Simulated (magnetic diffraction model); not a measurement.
# CaV₂CrO₈: what an assumed order does to the neutron pattern

Space group I-4m2 (no. 119), a = 7.0770 Å, c = 6.0820 Å.

| site | atom | x | y | z |
| --- | --- | --- | --- | --- |
| 2d | Cr | 1/2 | 0 | 1/4 |
| 2b | V | 0 | 0 | 1/2 |
| 2c | V | 0 | 1/2 | 1/4 |
| 2a | Ca | 0 | 0 | 0 |
| 8i | O | 0.1963 | 0 | 0.3429 |
| 8i | O | 0 | 0.3316 | 0.0648 |

This is a made-up structure (elements placed in a structure type, unrelaxed), so the numbers test the method and describe no known phase.

Only Cr is taken to order (form factors of Cr4+); orders and moment sizes are assumed, and not adapted to the symmetry. Radiation: neutrons of λ = 1.594 Å, 5° to 45°; isotropic B of 0.74 Å² (Cr), 0.78 Å² (V), 0.78 Å² (Ca) and 0.74 Å² (O). Simulated constant-wavelength pattern: nuclear and magnetic terms add, the magnetic one as |2.695 fm × Σ f S⊥ exp(2πi Q·r) exp(−B s²)|², summed over all Q at one angle with the factor 1/(sin²θ cos θ). For collinear order S is the moment m, which repeats by lattice and centring translations R with the sign exp(−2πi k·R). Free-ion form factors, Sears's scattering lengths of 1992, no absorption; a label names one of the reflections at its angle. The strongest nuclear line in the range is 100, and lines under 0.2 are left out.

Assume the order k = (0 0 0), collinear moments along [001], 1.85 μB on Cr.

Predict the pattern, nuclear and magnetic parts apart.

```tsv
2θ (°)	index	nuclear	magnetic
18.33	(1 1 0)	1.6	4.8
19.90	(1 0 1)	6.7	3.3
26.03	(2 0 0)	28.3	2.0
30.39	(0 0 2)	2.6	0.0
32.98	(2 1 1)	14.9	3.2
35.72	(1 1 2)	1.3	0.4
37.15	(2 2 0)	29.2	0.7
40.43	(2 0 2)	100.0	0.5
41.73	(3 1 0)	0.1	0.9
42.49	(3 0 1)	99.5	0.8
```

The strongest magnetic line in the range is (1 1 0) at 18.33° (4.8). On top of the Lorentz factor, which all lines share, magnetic lines fade with angle because f falls: for Cr4+ it is 0.91, 0.70, 0.47 and 0.14 at sin θ/λ = 0.1, 0.2, 0.3 and 0.5 Å⁻¹, while nuclear lengths stay constant. The net moment is 1.85 μB a primitive cell.

[Logs are printed without paths, hosts, clocks, repeated set-up lines and the standing remarks that a program may print on its own settings, such as how far it seeks lower states.]
